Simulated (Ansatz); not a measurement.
# Tl3Fe, from a guessed structure to a relaxed one

Starting from a made-up structure for Tl3Fe, the aim is the relaxed cell, its shortest contacts and, where a second run follows, its electronic structure.

Program: Ansatz 0.2.0. Level of theory: DFT, PBE, plane-wave PAW, files of the set soft_1, scalar-relativistic, ferromagnetic start, cell and ions relaxed at zero pressure; PAW set soft_1, in the first sound run; inputs show where later runs differ. Results are calculated unless marked as measured.

## Step 1: The starting structure

It takes space group I4/mmm (No. 139, tetragonal). The conventional cell has a = 4.620 Å, b = 4.620 Å, c = 8.854 Å, α = 90.00°, β = 90.00°, γ = 90.00°. Nearest to Tl lie 8 Tl at 3.20 to 3.27 Å and 4 Fe at 3.20 Å. Tl has 8 Tl at 3.20 Å and 4 Fe at 3.27 Å nearest. Nearest to Fe lie 12 Tl at 3.20 to 3.27 Å. Farther neighbours are not listed.

## Step 2: Relaxation of the guess

The guessed cell has no reason to be at equilibrium. It is relaxed with the atoms, within the space group of the guess.

Contents of input.yaml:

```yaml
crystal:
  lattice:
    - [-2.31, 2.31, 4.427]
    - [2.31, -2.31, 4.427]
    - [2.31, 2.31, -4.427]
  atoms:
    - { symbol: Tl, position: [0.25, 0.75, 0.5] }
    - { symbol: Tl, position: [0.75, 0.25, 0.5] }
    - { symbol: Tl, position: [0.5, 0.5, 0.0] }
    - { symbol: Fe, position: [0.0, 0.0, 0.0], spin: 3.0 }
magnetization:
  spin_polarized: true
kpoints:
  mp_grid: { grid: [8, 8, 8] }
scf:
  occupations: { method: fermi_dirac, width: 0.05 }
hamiltonian:
  xc: pbe
  pseudopotentials: { kind: paw, azcp: { folder: soft_1 } }
relax:
  f_tol: 0.015
  max_steps: 70
  cell: {}
output:
  forces: true
  stress: true
```

Launch:

```sh
$ ansatz run input.yaml --threads 4 --pin off --max-ram 8192MiB --backend cpu --events-out ev --progress --plain --runs-dir out
```

Numbers of over 12 decimals in the logs are rounded to 6 here.

What it wrote:

```text
Engine: ansatz 0.2.0, aarch64-unknown-linux-gnu
Pseudopotentials: kind: paw
Pseudopotential: Tl, paw, valence charge 13, recommended cutoff 420 eV (normal), soft_1/Tl.paw.azcp
Pseudopotential: Fe, paw, valence charge 16, recommended cutoff 420 eV (normal), soft_1/Fe.paw.azcp
Functional definition: PBE
  parameter kappa = 0.804
  parameter beta = 0.066725
  exchange = pbe_x(kappa = kappa, mu = beta*pi^2/3)
  correlation = pbe_c(beta = beta)
Crystal: 4 atoms, lattice volume = 94.492 Å³
Basis set: ecut = 420 eV, 1855 PW (Γ), exchange–correlation on 80×80×80 points (8 copies of the dense FFT grid, shifted against one another)
Bands: 35, of which v1, the nominal top of the filled ones, is band 28 counted from 1 (27 counted from 0)
Symmetry: 16 space group operations
Space group: I4/mmm (ITA 139), of the structure as read, at distance tolerance 4.6e-5 Å
Magnetic group: BNS 139.531 (UNI 1191), of the structure as read, at distance tolerance 4.6e-5 Å
k-points: 59 of 512
Non-local potential: Tl, projectors of the file, l = 0: 2, l = 1: 2, l = 2: 2, l = 3: 1
Non-local potential: Fe, projectors of the file, l = 0: 3, l = 1: 2, l = 2: 3, l = 3: 1
PAW form: soft (Blöchl's): semilocal exchange-correlation on the pseudo side does not see the compensation charge
PAW one-centre angular grid: Tl, 590 points (default); XC on 64 Gauss nodes
PAW one-centre angular grid: Fe, 590 points (default); XC on 64 Gauss nodes
Initial density: superposition of atomic densities (chi_scale 0.1, normalization cell)
Starting moments: Σ|m| = 3 μB on 1 of 4 sites
Initial wavefunctions: pseudopotential atomic-orbital guess
Functional: x = pbe(κ = 0.804, μ = 0.219515), c = pbe(β = 0.066725)
iter 1 solved again at ethr=2.20e-3 eV; its pass at ethr=3.10e-3 eV (dr2=1.21e0 eV) is discarded
SCF iter   1: F=—  HF=-38816.346370 eV  |F-HF|=—  |Δ(HF+E_count)|=         —  Δρ=2.33e-2 (↑2.33e-2 ↓1.20e-2)  dr2=1.22e0  dr2_m=1.04e-1  M=2.901 μB ∫|m|=3.276 μB  β_m=0.30  ethr=2.20e-3  ⟨swp⟩=1.0  Hψ=21629  notcnv=0
Mixer restart at iter 1: flushing history
preconditioner: auto → Kerker (q_TF=auto, 2.493 Å⁻¹)  [metal: Δε(μ)=0.015 eV  Ē_g=11.170 eV  σ=0.050 eV  W_gap=0.07  n_scr=22 (ndim 8)  ℏωp=26.2 eV  f_vac=0.000  D(μ)=4.90/eV (n_scr^D=36)]
spin=Collinear: Kerker preconditioning applied to the charge; magnetization (m = ρ↑ − ρ↓) channel mixes plain (no charge-response kernel on spin).
SCF iter   2: F=—  HF=-38816.752245 eV  |F-HF|=—  |Δ(HF+E_count)|=   4.06e-1  Δρ=1.24e-2 (↑1.24e-2 ↓1.04e-2)  dr2=5.05e-1  dr2_m=4.73e-2  M=2.893 μB ∫|m|=3.299 μB  β_m=0.48  ethr=2.20e-3  ⟨swp⟩=2.0  Hψ=5591  notcnv=0
SCF iter   3: F=—  HF=-38817.025228 eV  |F-HF|=—  |Δ(HF+E_count)|=   2.73e-1  Δρ=7.58e-3 (↑6.05e-3 ↓7.58e-3)  dr2=2.50e-1  dr2_m=6.51e-3  M=2.836 μB ∫|m|=3.291 μB  β_m=0.53  ethr=9.17e-4  ⟨swp⟩=3.0  Hψ=8274  notcnv=0  defer=118
SCF iter   4: F=—  HF=-38817.062854 eV  |F-HF|=—  |Δ(HF+E_count)|=         —  Δρ=4.05e-3 (↑3.30e-3 ↓4.05e-3)  dr2=3.11e-2  dr2_m=6.91e-3  M=2.799 μB ∫|m|=3.282 μB  β_m=0.53  ethr=4.54e-4  ⟨swp⟩=2.8  Hψ=5756  notcnv=0  defer=118
Mixer restart at iter 4: flushing history
SCF iter   5: F=—  HF=-38817.058615 eV  |F-HF|=—  |Δ(HF+E_count)|=   4.24e-3  Δρ=1.98e-3 (↑1.77e-3 ↓1.98e-3)  dr2=8.80e-3  dr2_m=7.39e-4  M=2.824 μB ∫|m|=3.300 μB  β_m=0.72  ethr=5.65e-5  ⟨swp⟩=1.7  Hψ=5401  notcnv=0  defer=119
SCF iter   6: F=—  HF=-38817.063373 eV  |F-HF|=—  |Δ(HF+E_count)|=   4.76e-3  Δρ=1.39e-3 (↑7.40e-4 ↓1.39e-3)  dr2=7.30e-4  dr2_m=8.53e-4  M=2.855 μB ∫|m|=3.326 μB  β_m=0.86  ethr=1.60e-5  ⟨swp⟩=2.0  Hψ=8051  notcnv=0  defer=120
SCF iter   7: F=—  HF=-38817.064744 eV  |F-HF|=—  |Δ(HF+E_count)|=   1.37e-3  Δρ=2.06e-3 (↑8.83e-4 ↓2.06e-3)  dr2=7.03e-3  dr2_m=3.47e-4  M=2.873 μB ∫|m|=3.345 μB  β_m=0.86  ethr=1.33e-6  ⟨swp⟩=2.0  Hψ=7854  notcnv=0  defer=120
SCF iter   8: F=—  HF=-38817.064616 eV  |F-HF|=—  |Δ(HF+E_count)|=   1.28e-4  Δρ=2.76e-4 (↑1.36e-4 ↓2.76e-4)  dr2=9.92e-5  dr2_m=1.03e-5  M=2.867 μB ∫|m|=3.339 μB  β_m=0.81  ethr=1.33e-6  ⟨swp⟩=2.1  Hψ=8021  notcnv=0  defer=120
SCF iter   9: F=—  HF=-38817.064617 eV  |F-HF|=—  |Δ(HF+E_count)|=   1.40e-6  Δρ=1.99e-4 (↑6.81e-5 ↓1.99e-4)  dr2=4.47e-5  dr2_m=5.23e-6  M=2.868 μB ∫|m|=3.339 μB  β_m=0.91  ethr=1.80e-7  ⟨swp⟩=2.5  Hψ=6869  notcnv=0  defer=120
SCF iter  10: F=—  HF=-38817.064626 eV  |F-HF|=—  |Δ(HF+E_count)|=   9.14e-6  Δρ=4.33e-5 (↑1.56e-5 ↓4.33e-5)  dr2=9.32e-7  dr2_m=6.61e-7  M=2.868 μB ∫|m|=3.339 μB  β_m=0.95  ethr=8.13e-8  ⟨swp⟩=2.0  Hψ=5914  notcnv=0  defer=120
SCF iter  11: F=—  HF=-38817.064627 eV  |F-HF|=—  |Δ(HF+E_count)|=   4.59e-7  Δρ=9.75e-6 (↑4.52e-6 ↓9.75e-6)  dr2=1.36e-7  dr2_m=1.54e-8  M=2.868 μB ∫|m|=3.339 μB  β_m=0.98  ethr=1.69e-9  ⟨swp⟩=2.1  Hψ=7412  notcnv=0  defer=120
SCF iter  12: F=—  HF=-38817.064627 eV  |F-HF|=—  |Δ(HF+E_count)|=   4.95e-8  Δρ=3.23e-6 (↑1.40e-6 ↓3.23e-6)  dr2=1.24e-8  dr2_m=1.59e-9  M=2.868 μB ∫|m|=3.339 μB  β_m=0.99  ethr=2.48e-10  ⟨swp⟩=2.0  Hψ=7358  notcnv=0  defer=120
SCF iter  13: F=-38817.064627 eV  HF=-38817.064627 eV  |F-HF|=2.60e-9  |Δ(HF+E_count)|=   5.00e-9  Δρ=1.86e-6 (↑2.39e-7 ↓1.86e-6)  dr2=3.73e-9  dr2_m=8.02e-10  M=2.868 μB ∫|m|=3.339 μB  ethr=2.25e-11  ⟨swp⟩=1.5  Hψ=12056  notcnv=0
SCF 1 converged in 13 iterations: F = -38817.064627 eV  dr2 = 3.73e-9
  greatest PAW one-centre occupation: 1.002 electrons in one spin orbital (limit 2), on the Fe atom at site 3 (counted from 0), in its partial waves of l = 1
relax step   1: F+E_penalty+E_count = -38817.06462681 eV  Δ(F+E_penalty+E_count) = +0.000e0 eV  max|allowed force component| = 1.908e-17 eV/Å  Δτ_max = 0.0000 Å  P = +2.934 GPa  Ω = 94.492 Å³  (13 SCF iters, dr2 threshold 1.00e-7 eV, accepted)
Crystal: 4 atoms, lattice volume = 101.456 Å³
Basis set: ecut = 420 eV, 2007 PW (Γ), exchange–correlation on 80×80×80 points (8 copies of the dense FFT grid, shifted against one another)
Initial density: handed on by an earlier stage of this run
Starting moments: Σ|m| = 3 μB on 1 of 4 sites; this step starts from the density that it was given
Initial wavefunctions: those handed on with the density
iter 1 solved again at ethr=5.76e-5 eV; its pass at ethr=3.10e-3 eV (dr2=3.17e-2 eV) is discarded
SCF iter   1: F=—  HF=-38817.131702 eV  |F-HF|=—  |Δ(HF+E_count)|=         —  Δρ=4.45e-3 (↑2.57e-3 ↓4.45e-3)  dr2=3.18e-2  dr2_m=9.35e-3  M=2.935 μB ∫|m|=3.467 μB  β_m=0.30  ethr=5.76e-5  ⟨swp⟩=2.4  Hψ=23705  notcnv=0
preconditioner: auto → Kerker (q_TF=auto, 2.464 Å⁻¹)  [metal: Δε(μ)=0.011 eV  Ē_g=11.436 eV  σ=0.050 eV  W_gap=0.06  n_scr=30 (ndim 8)  ℏωp=25.3 eV  f_vac=0.000  D(μ)=3.05/eV (n_scr^D=22)]
[...]
SCF iter   6: F=—  HF=-38817.132673 eV  |F-HF|=—  |Δ(HF+E_count)|=   3.98e-7  Δρ=1.15e-5 (↑3.67e-6 ↓1.15e-5)  dr2=7.86e-8  dr2_m=2.70e-8  M=2.913 μB ∫|m|=3.442 μB  β_m=0.95  ethr=5.63e-10  ⟨swp⟩=2.0  Hψ=7477  notcnv=0
SCF iter   7: F=—  HF=-38817.132673 eV  |F-HF|=—  |Δ(HF+E_count)|=   1.40e-7  Δρ=4.68e-6 (↑9.56e-7 ↓4.68e-6)  dr2=2.76e-8  dr2_m=5.90e-9  M=2.913 μB ∫|m|=3.442 μB  β_m=0.97  ethr=1.43e-10  ⟨swp⟩=2.0  Hψ=7425  notcnv=0
SCF iter   8: F=-38817.132673 eV  HF=-38817.132673 eV  |F-HF|=4.44e-8  |Δ(HF+E_count)|=   2.90e-8  Δρ=5.66e-6 (↑6.07e-7 ↓5.66e-6)  dr2=4.96e-8  dr2_m=7.68e-9  M=2.913 μB ∫|m|=3.442 μB  ethr=5.02e-11  ⟨swp⟩=2.0  Hψ=13879  notcnv=0
SCF 3 converged in 8 iterations: F = -38817.132673 eV  dr2 = 4.96e-8
relax step   3: F+E_penalty+E_count = -38817.13267345 eV  Δ(F+E_penalty+E_count) = -4.708e-3 eV  max|allowed force component| = 2.168e-17 eV/Å  Δτ_max = 0.0000 Å  P = -0.148 GPa  Ω = 101.119 Å³  energy of the carried Pulay correction = -1.319e-3 eV  (8 SCF iters, dr2 threshold 4.00e-7 eV, accepted)
[...]
relax step   4: F+E_penalty+E_count = -38817.14492743 eV  Δ(F+E_penalty+E_count) = -1.225e-2 eV  max|allowed force component| = 1.301e-18 eV/Å  Δτ_max = 0.0000 Å  P = +0.185 GPa  Ω = 99.709 Å³  energy of the carried Pulay correction = -1.038e-3 eV  (10 SCF iters, dr2 threshold 3.78e-7 eV, accepted)
[...]
relax step   5: F+E_penalty+E_count = -38817.14510418 eV  Δ(F+E_penalty+E_count) = -1.767e-4 eV  max|allowed force component| = 2.776e-17 eV/Å  Δτ_max = 0.0000 Å  P = +0.026 GPa  Ω = 100.143 Å³  energy of the carried Pulay correction = -1.123e-3 eV  (8 SCF iters, dr2 threshold 8.91e-8 eV, accepted)
[...]
relax step   6: F+E_penalty+E_count = -38817.14511882 eV  Δ(F+E_penalty+E_count) = -1.464e-5 eV  max|allowed force component| = 1.301e-18 eV/Å  Δτ_max = 0.0000 Å  P = +0.001 GPa  Ω = 100.202 Å³  energy of the carried Pulay correction = -1.134e-3 eV  (12 SCF iters, accepted)
[...]
relax step   7: F+E_penalty+E_count = -38817.14695594 eV  Δ(F+E_penalty+E_count) = -1.837e-3 eV  max|allowed force component| = 1.735e-18 eV/Å  Δτ_max = 0.0000 Å  P = +0.025 GPa  Ω = 100.202 Å³  stress off target by 7.32e-2 GPa  SCF on the basis re-selected at this cell (its energy is not comparable with the rows above)  (12 SCF iters)
[...]
relax step   8: F+E_penalty+E_count = -38817.14705184 eV  Δ(F+E_penalty+E_count) = -9.590e-5 eV  max|allowed force component| = 7.589e-18 eV/Å  Δτ_max = 0.0000 Å  P = +0.006 GPa  Ω = 100.251 Å³  energy of the carried Pulay correction = -6.652e-6 eV  (9 SCF iters, dr2 threshold 1.34e-8 eV, accepted)
iter 1 solved again at ethr=4.05e-8 eV; its pass at ethr=3.10e-3 eV (dr2=2.23e-5 eV) is discarded
SCF iter   1: F=—  HF=-38817.147060 eV  |F-HF|=—  |Δ(HF+E_count)|=         —  Δρ=6.05e-6 (↑5.57e-6 ↓6.05e-6)  dr2=3.27e-9  dr2_m=2.71e-8  M=2.898 μB ∫|m|=3.437 μB  β_m=0.65  ethr=4.05e-8  ⟨swp⟩=3.0  Hψ=28162  notcnv=0
preconditioner: auto → Kerker (q_TF=auto, 2.348 Å⁻¹)  [metal: Δε(μ)=0.001 eV  Ē_g=11.411 eV  σ=0.050 eV  W_gap=0.01  n_scr=22 (ndim 8)  ℏωp=25.4 eV  f_vac=0.000  D(μ)=3.65/eV (n_scr^D=30)]
spin=Collinear: Kerker preconditioning applied to the charge; magnetization (m = ρ↑ − ρ↓) channel mixes plain (no charge-response kernel on spin).
SCF iter   2: F=—  HF=-38817.147065 eV  |F-HF|=—  |Δ(HF+E_count)|=   4.79e-6  Δρ=2.10e-6 (↑1.97e-6 ↓2.10e-6)  dr2=2.95e-10  dr2_m=3.35e-9  M=2.898 μB ∫|m|=3.437 μB  β_m=0.64  ethr=5.95e-12  ⟨swp⟩=2.7  Hψ=7831  notcnv=0
SCF iter   3: F=—  HF=-38817.147066 eV  |F-HF|=—  |Δ(HF+E_count)|=   4.45e-7  Δρ=5.38e-7 (↑2.09e-7 ↓5.38e-7)  dr2=1.09e-10  dr2_m=8.61e-11  M=2.898 μB ∫|m|=3.437 μB  β_m=0.82  ethr=1.00e-12  ⟨swp⟩=2.0  Hψ=7229  notcnv=0
SCF iter   4: F=—  HF=-38817.147066 eV  |F-HF|=—  |Δ(HF+E_count)|=  4.29e-10  Δρ=3.50e-7 (↑1.16e-7 ↓3.50e-7)  dr2=1.80e-10  dr2_m=1.78e-11  M=2.898 μB ∫|m|=3.437 μB  β_m=0.91  ethr=1.00e-12  ⟨swp⟩=1.9  Hψ=4521  notcnv=0
SCF iter   5: F=—  HF=-38817.147066 eV  |F-HF|=—  |Δ(HF+E_count)|=  1.67e-10  Δρ=1.49e-7 (↑1.49e-7 ↓1.45e-7)  dr2=3.12e-11  dr2_m=1.56e-11  M=2.898 μB ∫|m|=3.437 μB  β_m=0.96  ethr=1.00e-12  ⟨swp⟩=2.0  Hψ=7184  notcnv=0
SCF iter   6: F=—  HF=-38817.147066 eV  |F-HF|=—  |Δ(HF+E_count)|=  1.46e-11  Δρ=4.60e-8 (↑3.98e-8 ↓4.60e-8)  dr2=6.55e-12  dr2_m=9.29e-13  M=2.898 μB ∫|m|=3.437 μB  β_m=0.98  ethr=1.00e-12  ⟨swp⟩=1.0  Hψ=4130  notcnv=0
SCF iter   7: F=-38817.147066 eV  HF=-38817.147066 eV  |F-HF|=7.28e-12  |Δ(HF+E_count)|=    0.00e0  Δρ=9.97e-8 (↑1.94e-8 ↓9.97e-8)  dr2=1.26e-11  dr2_m=1.66e-12  M=2.898 μB ∫|m|=3.437 μB  ethr=1.00e-12  ⟨swp⟩=2.6  Hψ=10845  notcnv=0
SCF 9 converged in 7 iterations: F = -38817.147066 eV  dr2 = 1.26e-11
relax step   9: F+E_penalty+E_count = -38817.14706571 eV  Δ(F+E_penalty+E_count) = -1.387e-5 eV  max|allowed force component| = 5.204e-18 eV/Å  Δτ_max = 0.0000 Å  P = +0.006 GPa  Ω = 100.251 Å³  stress off target by 1.12e-2 GPa  SCF on the basis re-selected at this cell (its energy is not comparable with the rows above)  (7 SCF iters)
basis re-selected at this cell: Δ(F+E_penalty+E_count) = -1.387e-5 eV, ΔP = -0.000 GPa vs the last step (what re-selecting the basis moved, of the pressure what is left beyond the Pulay correction that the steps carried, after the strain that the cell walked since its last selection, with what the two solves' SCF thresholds leave and, on support functions, any second-order correction that the steps lacked; it is no m [...]
SCF converged after 7 iterations
Magnetization: 2.8982 μB (28.9491 up, 26.0509 down)
Absolute magnetization: 3.4373 μB (∫|ρ↑−ρ↓|, with the PAW one-centre terms)
Spin contamination: 0.2932 ħ² per cell (⟨S²⟩ above its minimum at these occupations)
Per-site moments (μB) at R_I (Å): [(-0.031791, 1.321244), (-0.031791, 1.321244), (-0.026087, 1.321244), (3.124078, 1.321244)]
Free energy (F): -38817.147066 eV
Harris-Foulkes:  -38817.147066 eV  (|F-HF|=7.28e-12)
Internal energy: -38817.116919 eV  (E = F + TS)
E sigma→0 (E₀):  -38817.131992 eV
Entropy (-TS):   -0.030147 eV (-7.537 meV/atom)
Fermi energy:    11.238418 eV
--- Per-component energies (eV) ---
  E_band       = -277.268264
  E_kinetic    = 1125.460626
  E_local      = -5276.667343  (includes V_loc(G=0)·N_el)
  E_nonlocal   = 1243.545366
  E_hartree    = 2096.261392
  E_xc         = -664.062889
  E_vxc        = -506.437971  (∫ρ·V_xc dr)
  E_paw        = -31944.757506  (= ΣΔE_a)
  E_vpaw       = -1055.690338  (= ΣTr[D̂ρ^β])
  E_aug_tail   = -0.001144  (compensation charges beyond the density's cutoff)
  E_ewald      = -5396.895419
  E_smearing   = -0.030147  (= −TS)
  E_closure    = 0.000000  (closes the sum)
  Σ components = -38817.147066   (vs F -38817.147066, Δ=0.00e0)
--- Forces (eV/Å), atoms counted from 1 ---
  atom   1  Tl     0.00000000    -0.00000000     0.00000000
  atom   2  Tl     0.00000000     0.00000000     0.00000000
  atom   3  Tl    -0.00000000     0.00000000     0.00000000
  atom   4  Fe    -0.00000000     0.00000000     0.00000000
  max |Σ_I F_I| component: 6.94e-18 eV/Å
--- Stress (GPa, compression-positive) ---
        0.002777       0.000000       0.000000
        0.000000       0.002777      -0.000000
        0.000000       0.000000       0.011224
  P = ⅓ Tr σ = 0.0056 GPa (0.056 kbar)
--- Relaxed structure (7 steps of the walk, 7 accepted, 2 SCFs on fresh bases) ---
  F+E_penalty+E_count = -38817.14706571 eV   max|allowed force component| = 5.204e-18 eV/Å   (the final SCF, on the basis selected at the relaxed cell)
  cell:  # Å, volume = 100.2508 Å³
    - [-2.264874, 2.264874, 4.885842]
    - [2.264874, -2.264874, 4.885842]
    - [2.264874, 2.264874, -4.885842]
  atoms:
    - { symbol: Tl, position: [0.25, 0.750000, 0.5] }
    - { symbol: Tl, position: [0.750000, 0.25, 0.5] }
    - { symbol: Tl, position: [0.500000, 0.500000, 0] }
    - { symbol: Fe, position: [0, 0, 0] }
```

Elapsed: 49 s, on 4 threads of Arm Neoverse V2, shared host; peak memory 0.68 GiB; 3.1 min of CPU time.

Relaxation path:

```csv
step,energy less that of the first step (eV),largest force component (eV/Å),pressure (GPa),volume (Å³)
1,0.0000,0.0000,2.93,94.49
2,-0.0633,0.0000,-0.23,101.46
3,-0.0680,0.0000,-0.15,101.12
4,-0.0803,0.0000,0.19,99.71
5,-0.0805,0.0000,0.03,100.14
6,-0.0805,0.0000,0.00,100.20
7*,-0.0823,0.0000,0.02,100.20
8,-0.0824,0.0000,0.01,100.25
9*,-0.0824,0.0000,0.01,100.25
```

Relaxation steps marked * repeat the geometry before them on a plane-wave basis chosen anew for their cell, so energy and pressure can jump there.

Forces are held to the 16 operations that the run works with; a distortion that breaks them can't arise in this run.

```
conventional cell, symmetrised  before  after   change
                         a (Å)   4.620  4.530   -2.0 %
                         b (Å)   4.620  4.530   -2.0 %
                         c (Å)   8.854  9.772  +10.4 %
              volume (Å³/atom)   23.62  25.06   +6.1 %
```

Final coordinates:

```xyz
4
Lattice="-2.2649 2.2649 4.8858 2.2649 -2.2649 4.8858 2.2649 2.2649 -4.8858" Properties=species:S:1:pos:R:3 pbc="T T T"
Tl    2.2649    0.0000    2.4429
Tl    0.0000    2.2649    2.4429
Tl    0.0000    0.0000    4.8858
Fe    0.0000    0.0000    0.0000
```

Numbers from this step:

```yaml
free_energy: -38817.1471 eV
energy_at_zero_smearing: -38817.1320 eV
smearing_term_ts: 0.03015 eV
fermi_energy: 11.24 eV
magnetization: 2.898 μB
absolute_magnetization: 3.437 μB
site_moments: -0.03179, -0.03179, -0.02609, 3.124 μB
electrons: 55
symmetry_operations: 16
pressure: 0.005593 GPa
```

Site moment by atom:

```csv
atom,site moment (μB)
Tl1,-0.03
Tl2,-0.03
Tl3,-0.03
Fe4,3.12
```

The shortest distance of each pair, which need not be the same contact before and after:

```csv
pair,guess (Å),relaxed (Å)
Tl–Tl,3.199,3.203
Fe–Tl,3.199,3.203
Fe–Fe,4.620,4.530
```

The relaxation ends with a pressure of 0.01 GPa.

(Part 1 of 2 ends here.)

[Logs are printed without paths, hosts, clocks, repeated set-up lines and the standing remarks that a program may print on its own settings, such as how far it seeks lower states.]

[Hosts, paths, dates, database ids (printed as entryN), source tags and the programs' standing remarks are cut or masked in the printed files.]
